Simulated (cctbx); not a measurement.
## Diagnosing a refinement

Cell a = 9.3480 Å, b = 4.4220 Å, c = 13.0560 Å, α = 90.00°, β = 90.00°, γ = 90.00°; space group Pmma (no. 51). The compound is Er2W2S7.

The data are simulated with cctbx, not measured: Mo Kα, λ = 0.71073 Å, to d = 0.65 Å, 80 % of the full sphere, strongest reflection 20000 counts, noise from counting, a 2 % proportional error and a noise floor of 15 counts (s.d.); no absorption, and some extinction, which the refinements don't model.

An anisotropic refinement with weights 1/σ² prints:

```text
Rint 0.041, 1199 unique reflections to 0.65 A
cycle     R1     wR2    GooF  max shift (A)
   1  0.1136  0.1967   5.722   0.03637
   2  0.0737  0.1219   3.547   0.00025
final R1 0.0737 wR2 0.1219 GooF 3.546  parameters 36  data/parameter 33.3
atom        x        y        z      Ueq    occ   su(xyz)  su(Uiso or U11)
W1     0.00000  0.50000  0.00000   0.0215  1.000  0.00000  0.0007
W2     0.75000  0.00000  0.24685   0.0150  1.000  0.00009  0.0006
Er1    0.75000  0.00000  0.77309   0.0116  1.000  0.00009  0.0006
Er2    0.00000  0.50000  0.50000   0.0160  1.000  0.00000  0.0006
S1     0.98159  0.00000  0.12080   0.0133  1.000  0.00057  0.0025
S2     0.04347  0.00000  0.37046   0.0143  1.000  0.00059  0.0023
S3     0.75000  0.50000  0.88643   0.0146  1.000  0.00056  0.0031
S4     0.25000  0.50000  0.86713   0.0344  1.000  0.00069  0.0054
difference map: max 46.09 min -5.98 rms 1.11
Q1    0.2500  0.5000  0.6175    2   47.95  2.80 A from Er2
Q2    0.0000  0.5000  0.0000    2    8.19  0.00 A from W1
Q3    0.2500  0.5000  0.8651    2    5.82  0.03 A from S4
Q4    0.2500  0.0000  0.2016    2    4.81  0.33 A from Er1
Q5    0.0363  0.5000  0.5189    4    4.03  0.42 A from Er2
Q6    0.2500  0.5000  0.3830    2    3.79  2.79 A from Er2
```

Q: Accept it or mend it, and why?

Mend it. The fault: an atom left out, S at (3/4, 1/2, 0.3825). Against the right model at the same level, R1 goes from 0.0230 to 0.0737 and GooF from 1.10 to 3.55 and the top difference peak, 48.0 e/Å³, lies 2.80 Å from Er2. Q1 is the missing atom. With scattering power missing, scale and phases suffer, so peaks may also grow on the heavy atoms.

The compound is Er2W2S7. The right model at the same level gives:

```text
Rint 0.041, 1199 unique reflections to 0.65 A
cycle     R1     wR2    GooF  max shift (A)
   1  0.0857  0.1500   4.372   0.03114
   2  0.0230  0.0376   1.097   0.00002
final R1 0.0230 wR2 0.0376 GooF 1.097  parameters 40  data/parameter 30.0
atom        x        y        z      Ueq    occ   su(xyz)  su(Uiso or U11)
W1     0.00000  0.50000  0.00000   0.0209  1.000  0.00000  0.0002
W2     0.75000  0.00000  0.24671   0.0160  1.000  0.00003  0.0002
Er1    0.75000  0.00000  0.77332   0.0120  1.000  0.00003  0.0002
Er2    0.00000  0.50000  0.50000   0.0164  1.000  0.00000  0.0002
S1     0.97960  0.00000  0.11989   0.0155  1.000  0.00017  0.0008
S2     0.75000  0.50000  0.38265   0.0241  1.000  0.00021  0.0012
S3     0.04632  0.00000  0.37054   0.0155  1.000  0.00018  0.0006
S4     0.75000  0.50000  0.88580   0.0152  1.000  0.00015  0.0010
S5     0.25000  0.50000  0.86675   0.0257  1.000  0.00020  0.0013
difference map: max 2.02 min -2.37 rms 0.50
Q1    0.0598  0.0000  0.8312    4    2.23  0.74 A from S1
Q2    0.0262  0.5000  0.6688    4    2.07  2.20 A from S2
Q3    0.2500  0.2700  0.3672    4    1.97  2.19 A from Er1
Q4    0.2500  0.2038  0.2935    4    1.89  1.25 A from Er1
Q5    0.2500  0.5000  0.7296    2    1.84  1.47 A from S2
Q6    0.2053  0.3264  0.0740    8    1.77  1.02 A from S4
```

This is a model crystal, built by substitution and not relaxed, with assumed displacement parameters.

[Middle refinement cycles are left out of these outputs.]

[Logs are printed without paths, hosts, clocks, repeated set-up lines and the standing remarks that a program may print on its own settings, such as how far it seeks lower states.]
